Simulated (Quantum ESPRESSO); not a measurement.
# Mn3InC: spin-resolved density of states

Where do the states of the two spins of Mn3InC lie?

Calculated with Quantum ESPRESSO 7.5; PBEsol; plane waves with GBRV 1.5 PBEsol potentials, no spin-orbit coupling.

## (1) The starting structure

It takes space group Pm-3m (No. 221, cubic). Conventional cell: a = 3.949 Å, b = 3.949 Å, c = 3.949 Å, α = 90.00°, β = 90.00°, γ = 90.00°. Nearest to Mn lie 2 C at 1.97 Å and 8 Mn at 2.79 Å and 4 In at 2.79 Å. Nearest to In lie 12 Mn at 2.79 Å. C has 6 Mn at 1.97 Å nearest. Farther neighbours are not listed.

The cell comes from Materials Project 2023-11-01, a database of computed structures, and need not be the stable phase.

## (2) The magnetic state

This state came out lowest in a comparison of starts that is told elsewhere.

Input file pw.in:

```
&CONTROL
  calculation = 'scf'
  prefix = 'pwscf'
  outdir = './tmp'
  pseudo_dir = './pseudo'
  disk_io = 'low'
/
&SYSTEM
  ibrav = 0
  celldm(1) = 8
  nat = 5
  ntyp = 3
  ecutwfc = 40
  ecutrho = 280
  nbnd = 50
  occupations = 'smearing'
  smearing = 'fd'
  degauss = 0.00734986
  nspin = 2
  starting_magnetization(1) = 0.2333
  starting_magnetization(2) = 0
  starting_magnetization(3) = 0
/
&ELECTRONS
  conv_thr = 1d-08
  electron_maxstep = 150
  mixing_beta = 0.3
/
ATOMIC_SPECIES
Mn     54.9380 mn_pbesol_v1.5.uspp.F.UPF
In    114.8180 in_pbesol_v1.4.uspp.F.UPF
C      12.0110 c_pbesol_v1.2.uspp.F.UPF
CELL_PARAMETERS alat
   0.9327369259869    0.0000000000000    0.0000000000000
   0.0000000000000    0.9327369259869    0.0000000000000
   0.0000000000000    0.0000000000000    0.9327369259869
ATOMIC_POSITIONS crystal
Mn      0.5000000000    0.0000000000    0.0000000000
Mn      0.0000000000    0.0000000000    0.5000000000
Mn      0.0000000000    0.5000000000    0.0000000000
In      0.5000000000    0.5000000000    0.5000000000
C       0.0000000000    0.0000000000    0.0000000000
K_POINTS automatic
6 6 6 0 0 0
```

Started as:

```sh
$ OMP_NUM_THREADS=1 mpirun -n 4 pw.x -nk 4 -in pw.in > pw.out
```

Log:

```text
Program PWSCF v.7.5 starts

     Message from routine setup:
     using ibrav=0 with symmetry is DISCOURAGED, use correct ibrav instead

     K-points division:     npool     =       4
     Subspace diagonalization in iterative solution of the eigenvalue problem:

     bravais-lattice index     =            0
     lattice parameter (alat)  =       8.0000  a.u.
     unit-cell volume          =     415.4775 (a.u.)^3
     number of atoms/cell      =            5
     number of atomic types    =            3
     number of electrons       =        62.00
     number of Kohn-Sham states=           50
     kinetic-energy cutoff     =      40.0000  Ry
     charge density cutoff     =     280.0000  Ry
     scf convergence threshold =      1.0E-08
     mixing beta               =       0.3000
     number of iterations used =            8  plain     mixing
     Exchange-correlation= SLA  PW   PSX  PSC
                           (   1   4  10   8   0   0   0)

     celldm(1)=   8.000000  celldm(2)=   0.000000  celldm(3)=   0.000000
     celldm(4)=   0.000000  celldm(5)=   0.000000  celldm(6)=   0.000000

     crystal axes: (cart. coord. in units of alat)
               a(1) = (   0.932737   0.000000   0.000000 )
               a(2) = (   0.000000   0.932737   0.000000 )
               a(3) = (   0.000000   0.000000   0.932737 )

     reciprocal axes: (cart. coord. in units 2 pi/alat)
               b(1) = (  1.072114  0.000000  0.000000 )
               b(2) = (  0.000000  1.072114  0.000000 )
               b(3) = (  0.000000  0.000000  1.072114 )

     PseudoPot. # 1 for Mn read from file:
     mn_pbesol_v1.5.uspp.F.UPF
     Pseudo is Ultrasoft + core correction, Zval = 15.0

     PseudoPot. # 2 for In read from file:
     in_pbesol_v1.4.uspp.F.UPF
     Pseudo is Ultrasoft + core correction, Zval = 13.0

     PseudoPot. # 3 for C  read from file:
     c_pbesol_v1.2.uspp.F.UPF
     Pseudo is Ultrasoft + core correction, Zval =  4.0

     atomic species   valence    mass     pseudopotential
     Mn               15.00    54.93800     Mn( 1.00)
     In               13.00   114.81800     In( 1.00)
     C                 4.00    12.01100     C ( 1.00)

     Starting magnetic structure
     atomic species   magnetization
     Mn              0.233
     In              0.000
     C               0.000

     48 Sym. Ops., with inversion, found

   Cartesian axes

     site n.     atom                  positions (alat units)
         1        Mn     tau(   1) = (   0.4663685   0.0000000   0.0000000  )
         2        Mn     tau(   2) = (   0.0000000   0.0000000   0.4663685  )
         3        Mn     tau(   3) = (   0.0000000   0.4663685   0.0000000  )
         4        In     tau(   4) = (   0.4663685   0.4663685   0.4663685  )
         5        C      tau(   5) = (   0.0000000   0.0000000   0.0000000  )

     number of k points=    20  Fermi-Dirac smearing, width (Ry)=  0.0073
                       cart. coord. in units 2pi/alat
        k(    1) = (   0.0000000   0.0000000   0.0000000), wk =   0.0046296
        k(    2) = (   0.0000000   0.0000000   0.1786856), wk =   0.0277778
        k(    3) = (   0.0000000   0.0000000   0.3573712), wk =   0.0277778
        k(    4) = (   0.0000000   0.0000000  -0.5360568), wk =   0.0138889
        k(    5) = (   0.0000000   0.1786856   0.1786856), wk =   0.0555556
        [... 15 further k-points ...]

     Dense  grid:    32795 G-vectors     FFT dimensions: (  40,  40,  40)

     Smooth grid:    14147 G-vectors     FFT dimensions: (  32,  32,  32)

     Check: negative core charge=   -0.000049
     Generating pointlists ...
     new r_m :   0.1924 (alat units)  1.5390 (a.u.) for type    1
     new r_m :   0.2721 (alat units)  2.1765 (a.u.) for type    2
     new r_m :   0.1924 (alat units)  1.5390 (a.u.) for type    3

     Initial potential from superposition of free atoms

     starting charge      58.9997, renormalised to      62.0000
     Starting wfcs are   52 randomized atomic wfcs

     Self-consistent Calculation

     iteration #  1     ecut=    40.00 Ry     beta= 0.30
     Davidson diagonalization with overlap
     ethr =  1.00E-02,  avg # of iterations =  5.0

     total energy              =    -774.92268002 Ry
     estimated scf accuracy    <      12.75033160 Ry

     total magnetization       =     3.93 Bohr mag/cell
     absolute magnetization    =     4.35 Bohr mag/cell

     iteration #  2     ecut=    40.00 Ry     beta= 0.30
     Davidson diagonalization with overlap
     ethr =  1.00E-02,  avg # of iterations =  2.8

     total energy              =    -777.49735951 Ry
     estimated scf accuracy    <       2.50774286 Ry

     total magnetization       =     7.14 Bohr mag/cell
     absolute magnetization    =     7.79 Bohr mag/cell

     [... further iterations left out ...]

     iteration # 13     ecut=    40.00 Ry     beta= 0.30
     Davidson diagonalization with overlap
     ethr =  6.46E-10,  avg # of iterations =  2.1

     total energy              =    -777.90539371 Ry
     estimated scf accuracy    <       0.00000006 Ry

     total magnetization       =     5.94 Bohr mag/cell
     absolute magnetization    =     6.66 Bohr mag/cell

     iteration # 14     ecut=    40.00 Ry     beta= 0.30
     Davidson diagonalization with overlap
     ethr =  1.02E-10,  avg # of iterations =  2.0

     Magnetic moment per site  (integrated on atomic sphere of radius R)
     atom   1 (R=0.192)  charge= 12.0931  magn=  1.8240
     atom   2 (R=0.192)  charge= 12.0931  magn=  1.8240
     atom   3 (R=0.192)  charge= 12.0931  magn=  1.8240
     atom   4 (R=0.272)  charge= 11.0550  magn= -0.0806
     atom   5 (R=0.192)  charge=  3.0757  magn= -0.1692

     End of self-consistent calculation

     [... lines left out ...]
     the Fermi energy is    16.2870 ev

!    total energy              =    -777.90539378 Ry
     estimated scf accuracy    <          2.3E-09 Ry
     smearing contrib. (-TS)   =      -0.01228860 Ry
     internal energy E=F+TS    =    -777.89310518 Ry

     The total energy is F=E-TS. E is the sum of the following terms:
     one-electron contribution =    -315.57972164 Ry
     hartree contribution      =     197.31609349 Ry
     xc contribution           =    -120.09269148 Ry
     ewald contribution        =    -539.53678556 Ry

     total magnetization       =     5.94 Bohr mag/cell
     absolute magnetization    =     6.65 Bohr mag/cell

     convergence has been achieved in  14 iterations

=------------------------------------------------------------------------------=
   JOB DONE.
=------------------------------------------------------------------------------=
```

It took 21 s on 4 MPI ranks of Arm Neoverse V1, shared host; peak memory 0.43 GiB.

Spin moment in the atom's sphere by atom:

```csv
atom,spin moment in the atom's sphere (μB)
Mn1,1.82
Mn2,1.82
Mn3,1.82
In4,-0.08
C5,-0.17
```

This step gave:

* smearing term TS: 0.1672 eV
* magnetization: 5.937 μB
* absolute magnetization: 6.654 μB
* final state: ferromagnetic

## (3) Projected density of states

Input file projwfc.in:

```
&PROJWFC
  prefix = 'pwscf'
  outdir = './tmp'
  filpdos = 'pdos'
  ngauss = 0
  degauss = 0.01
  DeltaE = 0.05
  Emin = 7.29
  Emax = 21.29
/
```

Started as:

```sh
$ OMP_NUM_THREADS=1 mpirun -n 4 projwfc.x -nk 4 -in projwfc.in > projwfc.out
```

Log:

```text
[banner, memory and clock lines left out]
Program PROJWFC v.7.5 starts

     [... lines left out ...]
     IMPORTANT: XC functional enforced from input :
     Exchange-correlation= PBESOL
                           (   1   4  10   8   0   0   0)
     Any further DFT definition will be discarded
     Please, verify this is what you really want

     G-vector sticks info

     Check: negative core charge=   -0.000049

     Gaussian broadening (read from input): ngauss,degauss=   0    0.010000

     Calling projwave ....

  Problem Sizes
  natomwfc =           52
  nbnd     =           50
  nkstot   =           40
  npwx     =         1800
  nkb      =           80

     Atomic states used for projection
     (read from pseudopotential files):

     state #   1: atom   1 (Mn ), wfc  1 (l=0 m= 1)
     state #   2: atom   1 (Mn ), wfc  2 (l=1 m= 1)
     state #   3: atom   1 (Mn ), wfc  2 (l=1 m= 2)
     state #   4: atom   1 (Mn ), wfc  2 (l=1 m= 3)
     state #   5: atom   1 (Mn ), wfc  3 (l=0 m= 1)
     state #   6: atom   1 (Mn ), wfc  4 (l=2 m= 1)
     state #   7: atom   1 (Mn ), wfc  4 (l=2 m= 2)
     state #   8: atom   1 (Mn ), wfc  4 (l=2 m= 3)
     state #   9: atom   1 (Mn ), wfc  4 (l=2 m= 4)
     state #  10: atom   1 (Mn ), wfc  4 (l=2 m= 5)
     state #  11: atom   1 (Mn ), wfc  5 (l=1 m= 1)
     state #  12: atom   1 (Mn ), wfc  5 (l=1 m= 2)
     state #  13: atom   1 (Mn ), wfc  5 (l=1 m= 3)
     state #  14: atom   2 (Mn ), wfc  1 (l=0 m= 1)
     state #  15: atom   2 (Mn ), wfc  2 (l=1 m= 1)
     state #  16: atom   2 (Mn ), wfc  2 (l=1 m= 2)
     state #  17: atom   2 (Mn ), wfc  2 (l=1 m= 3)
     state #  18: atom   2 (Mn ), wfc  3 (l=0 m= 1)
     state #  19: atom   2 (Mn ), wfc  4 (l=2 m= 1)
     state #  20: atom   2 (Mn ), wfc  4 (l=2 m= 2)
     state #  21: atom   2 (Mn ), wfc  4 (l=2 m= 3)
     state #  22: atom   2 (Mn ), wfc  4 (l=2 m= 4)
     state #  23: atom   2 (Mn ), wfc  4 (l=2 m= 5)
     state #  24: atom   2 (Mn ), wfc  5 (l=1 m= 1)
     state #  25: atom   2 (Mn ), wfc  5 (l=1 m= 2)
     state #  26: atom   2 (Mn ), wfc  5 (l=1 m= 3)
     state #  27: atom   3 (Mn ), wfc  1 (l=0 m= 1)
     state #  28: atom   3 (Mn ), wfc  2 (l=1 m= 1)
     state #  29: atom   3 (Mn ), wfc  2 (l=1 m= 2)
     state #  30: atom   3 (Mn ), wfc  2 (l=1 m= 3)
     state #  31: atom   3 (Mn ), wfc  3 (l=0 m= 1)
     state #  32: atom   3 (Mn ), wfc  4 (l=2 m= 1)
     state #  33: atom   3 (Mn ), wfc  4 (l=2 m= 2)
     state #  34: atom   3 (Mn ), wfc  4 (l=2 m= 3)
     state #  35: atom   3 (Mn ), wfc  4 (l=2 m= 4)
     state #  36: atom   3 (Mn ), wfc  4 (l=2 m= 5)
     state #  37: atom   3 (Mn ), wfc  5 (l=1 m= 1)
     state #  38: atom   3 (Mn ), wfc  5 (l=1 m= 2)
     state #  39: atom   3 (Mn ), wfc  5 (l=1 m= 3)
     state #  40: atom   4 (In ), wfc  1 (l=2 m= 1)
     state #  41: atom   4 (In ), wfc  1 (l=2 m= 2)
     state #  42: atom   4 (In ), wfc  1 (l=2 m= 3)
     state #  43: atom   4 (In ), wfc  1 (l=2 m= 4)
     state #  44: atom   4 (In ), wfc  1 (l=2 m= 5)
     state #  45: atom   4 (In ), wfc  2 (l=0 m= 1)
     state #  46: atom   4 (In ), wfc  3 (l=1 m= 1)
     state #  47: atom   4 (In ), wfc  3 (l=1 m= 2)
     state #  48: atom   4 (In ), wfc  3 (l=1 m= 3)
     state #  49: atom   5 (C  ), wfc  1 (l=0 m= 1)
     state #  50: atom   5 (C  ), wfc  2 (l=1 m= 1)
     state #  51: atom   5 (C  ), wfc  2 (l=1 m= 2)
     state #  52: atom   5 (C  ), wfc  2 (l=1 m= 3)

 [... projections of the bands left out ...]

Lowdin Charges:

     Atom #   1: total charge =  15.2471, s =  2.3078, p =  7.1687, d =  5.7706,
                 spin up      =   8.6989, s =  1.1549,
                 spin up      =   8.6989, p =  3.5803, pz=  1.1912, px=  1.1980, py=  1.1912,
                 spin up      =   8.6989, d =  3.9636, dz2=  0.8384, dxz=  0.7261, dyz=  0.8977, dx2-y2=  0.7754, dxy=  0.7261,
                 spin down    =   6.5483, s =  1.1529,
                 spin down    =   6.5483, p =  3.5884, pz=  1.2000, px=  1.1884, py=  1.2000,
                 spin down    =   6.5483, d =  1.8070, dz2=  0.3799, dxz=  0.4060, dyz=  0.2303, dx2-y2=  0.3848, dxy=  0.4060,
                 polarization =   2.1506, s =  0.0020, p = -0.0081, d =  2.1567,
     Atom #   2: total charge =  15.2471, s =  2.3078, p =  7.1687, d =  5.7706,
                 spin up      =   8.6989, s =  1.1549,
                 spin up      =   8.6989, p =  3.5803, pz=  1.1980, px=  1.1912, py=  1.1912,
                 spin up      =   8.6989, d =  3.9636, dz2=  0.7439, dxz=  0.7261, dyz=  0.7261, dx2-y2=  0.8699, dxy=  0.8977,
                 spin down    =   6.5483, s =  1.1529,
                 spin down    =   6.5483, p =  3.5884, pz=  1.1884, px=  1.2000, py=  1.2000,
                 spin down    =   6.5483, d =  1.8070, dz2=  0.3873, dxz=  0.4060, dyz=  0.4060, dx2-y2=  0.3774, dxy=  0.2303,
                 polarization =   2.1506, s =  0.0020, p = -0.0081, d =  2.1567,
     Atom #   3: total charge =  15.2471, s =  2.3078, p =  7.1687, d =  5.7706,
                 spin up      =   8.6989, s =  1.1549,
                 spin up      =   8.6989, p =  3.5803, pz=  1.1912, px=  1.1912, py=  1.1980,
                 spin up      =   8.6989, d =  3.9636, dz2=  0.8384, dxz=  0.8977, dyz=  0.7261, dx2-y2=  0.7754, dxy=  0.7261,
                 spin down    =   6.5483, s =  1.1529,
                 spin down    =   6.5483, p =  3.5884, pz=  1.2000, px=  1.2000, py=  1.1884,
                 spin down    =   6.5483, d =  1.8070, dz2=  0.3799, dxz=  0.2303, dyz=  0.4060, dx2-y2=  0.3848, dxy=  0.4060,
                 polarization =   2.1506, s =  0.0020, p = -0.0081, d =  2.1567,
     Atom #   4: total charge =  12.1254, s =  0.6760, p =  1.5151, d =  9.9343,
                 spin up      =   5.9504, s =  0.3144,
                 spin up      =   5.9504, p =  0.6644, pz=  0.2215, px=  0.2215, py=  0.2215,
                 spin up      =   5.9504, d =  4.9716, dz2=  0.9956, dxz=  0.9934, dyz=  0.9934, dx2-y2=  0.9956, dxy=  0.9934,
                 spin down    =   6.1749, s =  0.3616,
                 spin down    =   6.1749, p =  0.8507, pz=  0.2836, px=  0.2836, py=  0.2836,
                 spin down    =   6.1749, d =  4.9626, dz2=  0.9947, dxz=  0.9911, dyz=  0.9911, dx2-y2=  0.9947, dxy=  0.9911,
                 polarization =  -0.2245, s = -0.0471, p = -0.1863, d =  0.0090,
     Atom #   5: total charge =   4.0290, s =  1.0003, p =  3.0287, d =  0.0000,
                 spin up      =   1.8786, s =  0.4853,
                 spin up      =   1.8786, p =  1.3934, pz=  0.4645, px=  0.4645, py=  0.4645,
                 spin up      =   1.8786, d =  0.0000, dz2=  0.0000, dxz=  0.0000, dyz=  0.0000, dx2-y2=  0.0000, dxy=  0.0000,
                 spin down    =   2.1503, s =  0.5150,
                 spin down    =   2.1503, p =  1.6353, pz=  0.5451, px=  0.5451, py=  0.5451,
                 spin down    =   2.1503, d =  0.0000, dz2=  0.0000, dxz=  0.0000, dyz=  0.0000, dx2-y2=  0.0000, dxy=  0.0000,
                 polarization =  -0.2717, s = -0.0298, p = -0.2419, d =  0.0000,
     Spilling Parameter:   0.0017
```

Wall time 1.8 s (4 MPI ranks); peak memory 0.07 GiB.

The density of states has structure finer than the step of the table below, so its rows give means over 0.5 eV, whole bins alone (the curve runs from -9.00 to 5.05 eV). Peaks (eV: height): up -3.10: 5.62, -1.65: 5.37, -1.15: 6.54, 0.45: 3.45; down -1.90: 4.32, 0.00: 4.28, 1.15: 5.12, 2.20: 3.69; Mn1 d up -3.10: 1.36, -1.65: 1.64, -1.15: 2.1, 0.45: 0.895; Mn1 d down 0.00: 1.28, 0.50: 1.05, 1.15: 1.65, 2.20: 1.06; In4 p up -3.75: 0.362, -3.10: 0.705, 3.00: 0.314, 4.05: 0.48.

Gaussian broadening of 0.136 eV on the SCF mesh. The density of states by energy, zero at the Fermi level; means over each step; 7 of 8 lines; values in states/eV/cell:

| energy (eV) | up | down | Mn1 d up | Mn1 d down | In4 p up | In4 p down | C5 p up |
| --- | --- | --- | --- | --- | --- | --- | --- |
| -8.5 | 0.00809 | 4.3e-5 | 7.4e-4 | 0 | 2.4e-5 | 0 | 8.6e-5 |
| -8.0 | 0.550 | 0.258 | 0.0244 | 0.00966 | 0.00630 | 0.00213 | 0.0346 |
| -7.5 | 0.727 | 0.795 | 0.0228 | 0.0202 | 0.0157 | 0.0124 | 0.0754 |
| -7.0 | 0.584 | 0.623 | 0.0308 | 0.0153 | 0.0164 | 0.0182 | 0.106 |
| -6.5 | 0.458 | 0.323 | 0.0497 | 0.0200 | 0.0150 | 0.0143 | 0.141 |
| -6.0 | 1.35 | 0.746 | 0.156 | 0.0565 | 0.0522 | 0.0391 | 0.444 |
| -5.5 | 1.10 | 1.00 | 0.143 | 0.0943 | 0.0621 | 0.0383 | 0.325 |
| -5.0 | 1.30 | 1.10 | 0.188 | 0.101 | 0.0551 | 0.0825 | 0.432 |
| -4.5 | 1.22 | 1.43 | 0.177 | 0.142 | 0.0290 | 0.0570 | 0.440 |
| -4.0 | 1.53 | 1.02 | 0.268 | 0.110 | 0.145 | 0.0168 | 0.317 |
| -3.5 | 2.09 | 0.899 | 0.441 | 0.0838 | 0.322 | 0.0479 | 0.114 |
| -3.0 | 3.68 | 1.22 | 0.902 | 0.179 | 0.427 | 0.278 | 0.0919 |
| -2.5 | 1.96 | 1.34 | 0.579 | 0.190 | 0.0438 | 0.349 | 0.0237 |
| -2.0 | 2.93 | 2.85 | 0.926 | 0.585 | 0.0117 | 0.575 | 0.0187 |
| -1.5 | 4.87 | 1.22 | 1.51 | 0.341 | 0.0385 | 0.0840 | 0.0663 |
| -1.0 | 4.94 | 1.30 | 1.57 | 0.392 | 0.0177 | 5.5e-4 | 0.0216 |
| -0.5 | 1.84 | 2.10 | 0.592 | 0.647 | 0.00307 | 0.00501 | 0.00555 |
| 0.0 | 1.35 | 3.72 | 0.427 | 1.12 | 0.0172 | 0.0442 | 0.0162 |
| 0.5 | 2.17 | 2.80 | 0.558 | 0.856 | 0.101 | 0.0526 | 0.165 |
| 1.0 | 1.18 | 4.01 | 0.252 | 1.29 | 0.0639 | 0.0188 | 0.172 |
| 1.5 | 0.449 | 2.48 | 0.0829 | 0.798 | 0.00466 | 0.00488 | 0.134 |
| 2.0 | 1.65 | 2.75 | 0.240 | 0.828 | 0.109 | 0.0488 | 0.326 |
| 2.5 | 0.507 | 1.89 | 0.0636 | 0.501 | 0.0648 | 0.0646 | 0.0787 |
| 3.0 | 0.930 | 1.38 | 0.0956 | 0.261 | 0.166 | 0.0883 | 0.156 |
| 3.5 | 0.609 | 1.03 | 0.0451 | 0.182 | 0.207 | 0.0913 | 0.117 |
| 4.0 | 1.72 | 1.47 | 0.170 | 0.206 | 0.394 | 0.251 | 0.321 |
| 4.5 | 1.00 | 0.237 | 0.0855 | 0.0291 | 0.285 | 0.0621 | 0.157 |

## (4) Outcome

| Item | Value |
| --- | --- |
| state | ferromagnetic |
| largest moment in a sphere | 1.82 μB |

What this shows: Distinct peaks of the density of states (up) stand at -6.10, -3.10, -1.65, -1.15 and 0.45 eV; the one at -1.15 eV is strongest. These are Kohn–Sham states without spin–orbit coupling, on the mesh of the self-consistent run. Energies are free energies at an electronic temperature of 1160 K, which lowers moments and differences where the moments are itinerant.

[Logs and program files are shortened in this print: banners, set-up blocks, solver, clock and traceback lines can be left out without a mark of their own.]

[Logs are printed without paths, hosts, clocks, repeated set-up lines and the standing remarks that a program may print on its own settings, such as how far it seeks lower states.]

[Hosts, paths, dates, database ids (printed as entryN), source tags and the programs' standing remarks are cut or masked in the printed files.]

[Where a cell is said to come from a database of computed structures, the database is the Materials Project.]
